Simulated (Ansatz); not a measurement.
# What BaPbS3 in I4/mcm, a phase reached by a soft mode distorts into

Aim: this structure of BaPbS3 in I4/mcm, a phase reached by a soft mode is to be tested for unstable modes, and one is followed downhill.

Program: Ansatz 0.2.0. Level of theory: DFT PBEsol, scalar-relativistic, plane waves, PAW; PAW set soft_1. Results are calculated unless marked as measured.

The structure was built from a prototype and need not be the compound's stable phase.

### 1. The starting structure

It takes space group I4/mcm (No. 140, tetragonal). Conventional cell: a = 6.949 Å, b = 6.949 Å, c = 11.802 Å, α = 90.00°, β = 90.00°, γ = 90.00°. Nearest to Ba lie 8 S at 3.13 to 3.47 Å. Nearest to Pb lie 6 S at 2.83 to 2.95 Å. S has 1 S at 2.09 Å and 2 Pb at 2.83 Å and 2 Ba at 3.13 Å nearest. S has 2 Pb at 2.95 Å and 4 Ba at 3.47 Å nearest. Farther neighbours and most contacts between anions are not listed.

### 2. Modes at Γ

This phase was reached earlier by freezing in an unstable mode of a structure of higher symmetry and relaxing. Its zone-centre modes can show that it is still unstable.

input.yaml

```yaml
crystal:
  lattice:
    - [-3.4747030716, 3.4747030716, 5.9010232179]
    - [3.4747030716, -3.4747030716, 5.9010232179]
    - [3.4747030716, 3.4747030716, -5.9010232179]
  atoms:
    - { symbol: Ba, position: [0.25, 0.75, 0.5] }
    - { symbol: Ba, position: [0.75, 0.25, 0.5] }
    - { symbol: Pb, position: [0.0, 0.0, 0.0] }
    - { symbol: Pb, position: [0.5, 0.5, 0.0] }
    - { symbol: S, position: [0.3934656124, 0.8934656124, 0.2869312248] }
    - { symbol: S, position: [0.6065343876, 0.1065343876, 0.7130687752] }
    - { symbol: S, position: [0.25, 0.25, 0.0] }
    - { symbol: S, position: [0.75, 0.75, 0.0] }
    - { symbol: S, position: [0.8934656124, 0.6065343876, 0.5] }
    - { symbol: S, position: [0.1065343876, 0.3934656124, 0.5] }
kpoints:
  mp_grid: { grid: [8, 8, 8] }
hamiltonian:
  xc: pbesol
  pseudopotentials: { kind: paw, azcp: { folder: soft_1 }, xc_functional: pbe }
scf:
  occupations: { method: methfessel_paxton, width: 0.2 }
output:
  eigenvalues: true
phonons:
  method: dfpt
```

Run with:

```
$ ansatz run input.yaml --threads 4 --pin off --max-ram 16384MiB --backend cpu --events-out ev --progress --plain --runs-dir out
```

Numbers of over 12 decimals in the logs are rounded to 6 here.

The program printed:

```text
Engine: ansatz 0.2.0, aarch64-unknown-linux-gnu
Pseudopotentials: kind: paw
Pseudopotential: Ba, paw, valence charge 10, recommended cutoff 420 eV (normal), soft_1/Ba.paw.azcp
Pseudopotential: Pb, paw, valence charge 14, recommended cutoff 420 eV (normal), soft_1/Pb.paw.azcp
Pseudopotential: S, paw, valence charge 6, recommended cutoff 420 eV (normal), soft_1/S.paw.azcp
Functional definition: PBEsol
  exchange = pbesol_x
  correlation = pbesol_c
Crystal: 10 atoms, lattice volume = 284.985 Å³
Basis set: ecut = 420 eV, 5583 PW (Γ), exchange–correlation on 108×108×108 points (8 copies of the dense FFT grid, shifted against one another)
Bands: 52, of which v1, the nominal top of the filled ones, is band 42 counted from 1 (41 counted from 0)
Symmetry: 16 space group operations
k-points: 260 of 512 (irreducible under 1 space group operation, time reversal used)
Non-local potential: Ba, projectors of the file, l = 0: 3, l = 1: 2, l = 2: 2, l = 3: 2
Non-local potential: Pb, projectors of the file, l = 0: 2, l = 1: 2, l = 2: 2, l = 3: 1
Non-local potential: S, projectors of the file, l = 0: 2, l = 1: 2, l = 2: 1
PAW form: soft (Blöchl's): semilocal exchange-correlation on the pseudo side does not see the compensation charge
PAW frozen core: Ba, regenerated for the run's functional, and the local potential with it (the file was generated under x = pbe(κ = 0.804, μ = 0.219515), c = pbe(β = 0.066725))
PAW frozen core: Pb, regenerated for the run's functional, and the local potential with it (the file was generated under x = pbe(κ = 0.804, μ = 0.219515), c = pbe(β = 0.066725))
PAW frozen core: S, regenerated for the run's functional, and the local potential with it (the file was generated under x = pbe(κ = 0.804, μ = 0.219515), c = pbe(β = 0.066725))
PAW one-centre angular grid: Ba, 194 points (default); XC on 64 Gauss nodes
PAW one-centre angular grid: Pb, 590 points (default); XC on 64 Gauss nodes
PAW one-centre angular grid: S, 110 points (default); XC on 64 Gauss nodes
Initial density: superposition of atomic densities (chi_scale 0.1, normalization cell, long waves kept (reshape's long-wave potential 0.00 eV rms))
Initial wavefunctions: pseudopotential atomic-orbital guess
Functional: x = pbesol(κ = 0.804, μ = 0.123457), c = pbesol(β = 0.046)
SCF iter   1: F=—  HF=-40564.632483 eV  |F-HF|=—  |Δ(HF+E_count)|=         —  Δρ=3.66e-2  dr2=1.52e1  ethr=3.10e-3  ⟨swp⟩=11.5  Hψ=75918  notcnv=0
preconditioner: auto → Kerker (q_TF=auto, 2.226 Å⁻¹)  [metal: Δε(μ)=0.045 eV  Ē_g=11.366 eV  σ=0.200 eV  W_gap=0.19  n_scr=60 (ndim 8)  ℏωp=19.7 eV  f_vac=0.000  D(μ)=1.72/eV (n_scr^D=0)]
SCF iter   2: F=—  HF=-40561.945350 eV  |F-HF|=—  |Δ(HF+E_count)|=    2.69e0  S|Δr|=    0.00e0  Δρ=2.37e-2  dr2=7.24e0  ethr=3.10e-3  ⟨swp⟩=3.4  Hψ=24461  notcnv=0  defer=651
SCF iter   3: F=—  HF=-40559.400790 eV  |F-HF|=—  |Δ(HF+E_count)|=    2.54e0  S|Δr|=    0.00e0  Δρ=7.26e-3  dr2=8.53e-1  ethr=3.10e-3  ⟨swp⟩=7.0  Hψ=41749  notcnv=0  defer=617
SCF iter   4: F=—  HF=-40559.119776 eV  |F-HF|=—  |Δ(HF+E_count)|=   2.81e-1  S|Δr|=    0.00e0  Δρ=3.76e-3  dr2=1.19e-1  ethr=1.02e-3  ⟨swp⟩=6.4  Hψ=31672  notcnv=0  defer=586
SCF iter   5: F=—  HF=-40559.098627 eV  |F-HF|=—  |Δ(HF+E_count)|=   2.11e-2  S|Δr|=    0.00e0  Δρ=1.37e-3  dr2=9.88e-3  ethr=1.41e-4  ⟨swp⟩=3.2  Hψ=25991  notcnv=0  defer=535
SCF iter   6: F=—  HF=-40559.100525 eV  |F-HF|=—  |Δ(HF+E_count)|=   1.90e-3  S|Δr|=    0.00e0  Δρ=5.17e-4  dr2=2.39e-3  ethr=1.18e-5  ⟨swp⟩=2.9  Hψ=24240  notcnv=0  defer=519
SCF iter   7: F=—  HF=-40559.101132 eV  |F-HF|=—  |Δ(HF+E_count)|=   6.07e-4  S|Δr|=    0.00e0  Δρ=1.76e-4  dr2=1.86e-4  ethr=2.85e-6  ⟨swp⟩=2.7  Hψ=24604  notcnv=0  defer=519
SCF iter   8: F=—  HF=-40559.101301 eV  |F-HF|=—  |Δ(HF+E_count)|=   1.69e-4  S|Δr|=    0.00e0  Δρ=5.39e-5  dr2=1.33e-5  ethr=2.21e-7  ⟨swp⟩=2.0  Hψ=20309  notcnv=0  defer=519
SCF iter   9: F=—  HF=-40559.101313 eV  |F-HF|=—  |Δ(HF+E_count)|=   1.19e-5  S|Δr|=    0.00e0  Δρ=1.54e-5  dr2=1.15e-6  ethr=1.59e-8  ⟨swp⟩=2.0  Hψ=20350  notcnv=0  defer=519
SCF iter  10: F=—  HF=-40559.101234 eV  |F-HF|=—  |Δ(HF+E_count)|=   7.87e-5  S|Δr|=    0.00e0  Δρ=4.92e-6  dr2=1.58e-7  ethr=1.37e-9  ⟨swp⟩=2.0  Hψ=18313  notcnv=0  defer=519
SCF iter  11: F=—  HF=-40559.101234 eV  |F-HF|=—  |Δ(HF+E_count)|=   4.41e-8  S|Δr|=    0.00e0  Δρ=1.98e-6  dr2=1.14e-8  ethr=1.88e-10  ⟨swp⟩=2.1  Hψ=23552  notcnv=0  defer=519
SCF iter  12: F=—  HF=-40559.101234 eV  |F-HF|=—  |Δ(HF+E_count)|=   6.41e-9  S|Δr|=    0.00e0  Δρ=5.19e-7  dr2=1.68e-9  ethr=1.36e-11  ⟨swp⟩=2.0  Hψ=23548  notcnv=0  defer=519
SCF iter  13: F=—  HF=-40559.101234 eV  |F-HF|=—  |Δ(HF+E_count)|=   1.03e-9  S|Δr|=    0.00e0  Δρ=1.40e-7  dr2=7.81e-11  ethr=2.00e-12  ⟨swp⟩=2.0  Hψ=20379  notcnv=0  defer=519
SCF iter  14: F=-40559.101234 eV  HF=-40559.101234 eV  |F-HF|=2.91e-11  |Δ(HF+E_count)|=  8.73e-11  S|Δr|=    0.00e0  Δρ=4.55e-8  dr2=7.36e-12  ethr=1.00e-12  ⟨swp⟩=24.3  Hψ=114585  notcnv=0
SCF 1 converged in 14 iterations: F = -40559.101234 eV  dr2 = 7.36e-12
  greatest PAW one-centre occupation: 0.982 electrons in one spin orbital (limit 2), on the Pb atom at site 3 (counted from 0), in its partial waves of l = 2
DFPT response loops at Γ: preconditioner auto → Kerker (q_TF=auto, 2.226 Å⁻¹) (partly filled bands, converged f_vac=0.007); β = 1.00, the filter's whole step (`scf.mixing.beta` (0.50) is not read by the response loops under this deck's `scf.mixing.preconditioner`; to damp them name `kerker` or `kerker_dos`, under which they read `scf.mixing.beta`, and type it under 1.00, their step now; both keys bind the ground state too); Broyden in place of MSR1
SCF converged after 14 iterations
Stability not checked: this state was not tested for a lower state beside it, because cold or Methfessel-Paxton smearing, or corrected tetrahedra, fill the levels in a way that the test cannot read (fill_not_monotonic; see scf.lower_state_search)
Free energy (F): -40559.101234 eV
Harris-Foulkes:  -40559.101234 eV  (|F-HF|=2.91e-11)
Internal energy: -40559.109571 eV  (E = F + TS)
E sigma→0 (E₀):  -40559.103318 eV
Entropy (-TS):   0.008337 eV (0.834 meV/atom)
Fermi energy:    7.721703 eV
--- Per-component energies (eV) ---
  E_band       = -276.584020
  E_kinetic    = 1535.545387
  E_local      = -4045.507281  (includes V_loc(G=0)·N_el)
  E_nonlocal   = 1011.837369
  E_hartree    = 1464.477492
  E_xc         = -1330.857449
  E_vxc        = -1029.317230  (∫ρ·V_xc dr)
  E_paw        = -34255.853240  (= ΣΔE_a)
  E_vpaw       = -678.097265  (= ΣTr[D̂ρ^β])
  E_aug_tail   = -0.000023  (compensation charges beyond the density's cutoff)
  E_ewald      = -4939.550739
  E_core_change = 0.798912  (= ΣΔE_core)
  E_smearing   = 0.008337  (= −TS)
  E_closure    = -0.000000  (closes the sum)
  Σ components = -40559.101234   (vs F -40559.101234, Δ=0.00e0)
--- Band table (eV; the first three rows and the last of 260) ---
  k-point 0: bands = [... 38 lower, 5.9737, 5.9737, 6.1692, 7.8467, 7.8467, 8.1545, 8.7910, 9.1596, ... 6 higher]
  k-point 1: bands = [... 38 lower, 5.8971, 6.0044, 6.0295, 7.4526, 7.7767, 8.4553, 8.7981, 9.4154, ... 6 higher]
  k-point 2: bands = [... 38 lower, 5.7080, 5.7557, 5.9226, 6.9794, 7.7091, 8.7243, 8.8239, 9.5706, ... 6 higher]
  k-point 259: bands = [... 38 lower, 5.9334, 5.9334, 6.8013, 7.6029, 8.0228, 8.0228, 8.8291, 9.0114, ... 6 higher]
--- Phonons (Γ-DFPT): 8 representative perturbations + reference, on 260 of 512 k-points (Σ response iterations 25) ---
  k mesh reduced under 1 symmetry operation, with k and −k counted as one. Each operation leaves every solved perturbation unchanged. A smaller set is not used because it would not reduce the number of displacements times k-points to solve
  ASR residual: 8.631e-5 → 0.000e0 eV/Å²; symmetrization residual: 9.077e-6 eV/Å²
  ASR residual per site (eV/Å²): 8.63e-5 8.63e-5 5.67e-5 5.67e-5 3.94e-5 3.94e-5 3.24e-5 3.24e-5 3.94e-5 3.94e-5
  Γ frequencies (cm⁻¹): -72.32 -26.25 -26.25 -22.54 -22.54 0.00 0.00 0.00 46.87 46.87 63.55 75.72 75.72 104.23 111.07 111.07 115.30 118.61 118.61 163.44 163.44 171.73 171.73 176.28 180.36 184.74 188.43 205.35 370.62 452.51
  non-analytic LO–TO correction: not included (Born effective charges unavailable; polar crystals: no LO–TO splitting at Γ)
```

The job ended after 22 min (4 threads of Arm Neoverse V2, shared host; peak memory 9.5 GiB).

Numbers from this step:

```
volume per atom                                         : 28.50 Å³
gap on the k-mesh                                       : 0 eV
sum-rule residual before enforcement                    : 8.63e-5 eV/Å²
point group                                             : 4/mmm
highest optical mode at the zone centre (no LO-TO term) : 452.5 cm⁻¹
lowest optical zone-centre mode                         : -72.32 cm⁻¹
```

Patterns of degenerate modes are one choice out of their space. Modes at Γ, with each element's share of the kinetic energy (negative means imaginary):

| mode | frequency (cm⁻¹) | symmetry | Ba % | Pb % | S % |
| --- | --- | --- | --- | --- | --- |
| 1 | -72.3 | A2u | 11 | 46 | 43 |
| 2 | -26.2 | Eg | 79 | 0 | 21 |
| 3 | -26.2 | Eg | 79 | 0 | 21 |
| 4 | -22.5 | Eu | 25 | 34 | 41 |
| 5 | -22.5 | Eu | 25 | 34 | 41 |
| 6 | 0.0 | acoustic | 31 | 47 | 22 |
| 7 | 0.0 | acoustic | 31 | 47 | 22 |
| 8 | 0.0 | acoustic | 31 | 47 | 22 |
| 9 | 46.9 | Eu | 37 | 28 | 35 |
| 10 | 46.9 | Eu | 37 | 28 | 35 |
| 11 | 63.5 | A1u | 0 | 100 | 0 |
| 12 | 75.7 | Eu | 7 | 18 | 75 |
| 13 | 75.7 | Eu | 7 | 18 | 75 |
| 14 | 104.2 | A2u | 31 | 7 | 61 |
| 15 | 111.1 | Eg | 17 | 0 | 83 |
| 16 | 111.1 | Eg | 17 | 0 | 83 |
| 17 | 115.3 | B2g | 100 | 0 | 0 |
| 18 | 118.6 | Eu | 0 | 54 | 46 |
| 19 | 118.6 | Eu | 0 | 54 | 46 |
| 20 | 163.4 | Eg | 4 | 0 | 96 |
| 21 | 163.4 | Eg | 4 | 0 | 96 |
| 22 | 171.7 | Eu | 0 | 18 | 82 |
| 23 | 171.7 | Eu | 0 | 18 | 82 |
| 24 | 176.3 | B1u | 0 | 0 | 100 |
| 25 | 180.4 | A2u | 26 | 0 | 74 |
| 26 | 184.7 | A2g | 0 | 0 | 100 |
| 27 | 188.4 | B1g | 0 | 0 | 100 |
| 28 | 205.3 | A2g | 0 | 0 | 100 |
| 29 | 370.6 | B2g | 0 | 0 | 100 |
| 30 | 452.5 | A1g | 0 | 0 | 100 |

Displacements in mode 1 (-72.3 cm⁻¹), the largest set to 1:
```
Ba1  0.00  0.00 -0.28
Ba2  0.00  0.00 -0.28
Pb3  0.00  0.00  0.47
Pb4  0.00  0.00  0.47
S5   0.00  0.00 -0.40
S6   0.00  0.00 -0.40
S7   0.00  0.00 -1.00
S8   0.00  0.00 -1.00
S9   0.00  0.00 -0.40
S10  0.00  0.00 -0.40
```

Displacements in mode 26 (184.7 cm⁻¹), the largest set to 1:
```
Ba1  0.00  0.00  0.00
Ba2  0.00  0.00  0.00
Pb3  0.00  0.00  0.00
Pb4  0.00  0.00  0.00
S5  -0.63  0.63  0.00
S6   0.63 -0.63  0.00
S7   0.00  0.00 -1.00
S8   0.00  0.00  1.00
S9  -0.63 -0.63  0.00
S10  0.63  0.63  0.00
```

Before it was imposed, the acoustic sum rule was missed by 8.6e-5 eV/Å². Small misses are needed for a sound result but don't prove that mesh and cutoff are converged. The lowest optical mode is imaginary, 72.3i cm⁻¹, so the energy falls along it.

### 3. The mode frozen in, largest atomic shift 0 Å

The mode followed lies at Γ with frequency 72.3i cm⁻¹, the softest among the wavevectors solved. At small amplitude the distorted cell has space group no. 108 by a symmetry search on the positions. The undistorted cell that holds it gives the zero of energy on the same k mesh.

input.yaml: that of step 2 with these lines changed.

```diff
@@ -24,4 +24,4 @@
 output:
+  forces: true
+  stress: true
   eigenvalues: true
-phonons:
-  method: dfpt
```

The program printed:

```text
[...]
Crystal: 10 atoms, lattice volume = 284.985 Å³
Basis set: ecut = 420 eV, 5583 PW (Γ), exchange–correlation on 108×108×108 points (8 copies of the dense FFT grid, shifted against one another)
Bands: 52, of which v1, the nominal top of the filled ones, is band 42 counted from 1 (41 counted from 0)
Symmetry: 16 space group operations
[...]
k-points: 59 of 512
[...]
k-point 0: bands = [... 38 lower, 5.9737, 5.9737, 6.1693, 7.8467, 7.8467, 8.1545, 8.7910, 9.1596, ... 6 higher]
  k-point 1: bands = [... 38 lower, 5.8971, 6.0044, 6.0295, 7.4526, 7.7767, 8.4553, 8.7981, 9.4154, ... 6 higher]
  k-point 2: bands = [... 38 lower, 5.7080, 5.7557, 5.9226, 6.9795, 7.7092, 8.7243, 8.8240, 9.5706, ... 6 higher]
  k-point 58: bands = [... 38 lower, 5.9334, 5.9334, 6.8013, 7.6029, 8.0228, 8.0228, 8.8292, 9.0114, ... 6 higher]
[key lines of the parts left out:]
SCF converged after 11 iterations
Free energy (F): -40559.101234 eV
Fermi energy:    7.721728 eV
P = ⅓ Tr σ = 0.0000 GPa (0.000 kbar)
```

Run time: 17 s. Hardware: 4 threads; peak memory 1.1 GiB; 68 s of CPU time.

This step gave:

- pressure: 3.40e-5 GPa
- energy from the undistorted cell: 0 meV/atom

The run ends at a pressure of 0.00 GPa.

### 4. The mode frozen in, largest atomic shift 0.14 Å

The atoms are moved along the unstable eigenvector, the largest shift by 0.14 Å, with the cell fixed.

input.yaml, the sections that differ from step 3:

```yaml
crystal:
  lattice:
    - [-3.4747030716, 3.4747030716, 5.9010232179]
    - [3.4747030716, -3.4747030716, 5.9010232179]
    - [3.4747030716, 3.4747030716, -5.9010232179]
  atoms:
    - { symbol: Ba, position: [0.2466228444, 0.7466228444, 0.5] }
    - { symbol: Ba, position: [0.7466228444, 0.2466228444, 0.5] }
    - { symbol: Pb, position: [0.0055279002, 0.0055279002, 0.0] }
    - { symbol: Pb, position: [0.5055279002, 0.5055279002, 0.0] }
    - { symbol: S, position: [0.3887666207, 0.8887666207, 0.2869312248] }
    - { symbol: S, position: [0.6018353959, 0.1018353959, 0.7130687752] }
    - { symbol: S, position: [0.2381376505, 0.2381376505, 0.0] }
    - { symbol: S, position: [0.7381376505, 0.7381376505, 0.0] }
    - { symbol: S, position: [0.8887666207, 0.6018353959, 0.5] }
    - { symbol: S, position: [0.1018353959, 0.3887666207, 0.5] }
# kpoints, hamiltonian, scf, output: as in step 3
```

The program printed:

```text
[...]
Crystal: 10 atoms, lattice volume = 284.985 Å³
Basis set: ecut = 420 eV, 5583 PW (Γ), exchange–correlation on 108×108×108 points (8 copies of the dense FFT grid, shifted against one another)
Bands: 52, of which v1, the nominal top of the filled ones, is band 42 counted from 1 (41 counted from 0)
Symmetry: 8 space group operations
[...]
k-point 0: bands = [... 38 lower, 5.9412, 5.9412, 6.0314, 7.8953, 7.8953, 8.1964, 8.9902, 9.1363, ... 6 higher]
  k-point 1: bands = [... 38 lower, 5.8659, 5.9118, 5.9926, 7.4775, 7.8219, 8.4975, 8.9832, 9.3977, ... 6 higher]
  k-point 2: bands = [... 38 lower, 5.6693, 5.7444, 5.8930, 6.9530, 7.7510, 8.7599, 8.9843, 9.6069, ... 6 higher]
  k-point 58: bands = [... 38 lower, 5.8646, 5.8646, 6.7248, 7.6689, 8.0683, 8.0683, 8.9285, 8.9869, ... 6 higher]
[key lines of the parts left out:]
SCF converged after 11 iterations
Free energy (F): -40559.122843 eV
Fermi energy:    7.767848 eV
P = ⅓ Tr σ = 0.3184 GPa (3.184 kbar)
```

The job ended after 28 s (4 threads; peak memory 1 GiB).

This step gave:

- pressure: 0.3184 GPa
- energy from the undistorted cell: -2.161 meV/atom

The energy, extrapolated to zero smearing, is -2.16 meV/atom against the undistorted cell.

The run ends at a pressure of 0.32 GPa, with forces up to 0.10 eV/Å.

### 5. Energy along the mode, all amplitudes (two of the runs are shown above)

An imaginary frequency means negative curvature, so the energy should fall and then rise again as anharmonic terms take over.

This step gave:

```yaml
depth_at_the_lowest_point_sampled: 2.161 meV/atom
largest_atomic_shift_at_that_point: 0.14 Å
```

Energy from the parent against largest atomic shift:

| largest atomic shift (Å) | energy from the parent (meV/atom) |
| --- | --- |
| 0.000 | 0 |
| 0.040 | -0.292 |
| 0.080 | -1.04 |
| 0.140 | -2.16 |
| 0.220 | -0.102 |
| 0.320 | 19.3 |

Displacement at unit largest shift by atom:

| atom | x (Å) | y (Å) | z (Å) | size |
| --- | --- | --- | --- | --- |
| Ba1 | 0.00 | 0.00 | -0.28 | 0.28 |
| Ba2 | 0.00 | 0.00 | -0.28 | 0.28 |
| Pb3 | 0.00 | 0.00 | 0.47 | 0.47 |
| Pb4 | 0.00 | 0.00 | 0.47 | 0.47 |
| S5 | 0.00 | 0.00 | -0.40 | 0.40 |
| S6 | 0.00 | 0.00 | -0.40 | 0.40 |
| S7 | 0.00 | 0.00 | -1.00 | 1.00 |
| S8 | 0.00 | 0.00 | -1.00 | 1.00 |
| S9 | 0.00 | 0.00 | -0.40 | 0.40 |
| S10 | 0.00 | 0.00 | -0.40 | 0.40 |

The lowest of the steps tried is at 0.14 Å, 2.16 meV/atom below the parent; the bottom of the well need not coincide with a step.

(Continued in part 2 of 2.)

[Logs are printed without paths, hosts, clocks, repeated set-up lines and the standing remarks that a program may print on its own settings, such as how far it seeks lower states.]

[Hosts, paths, dates, database ids (printed as entryN), source tags and the programs' standing remarks are cut or masked in the printed files.]
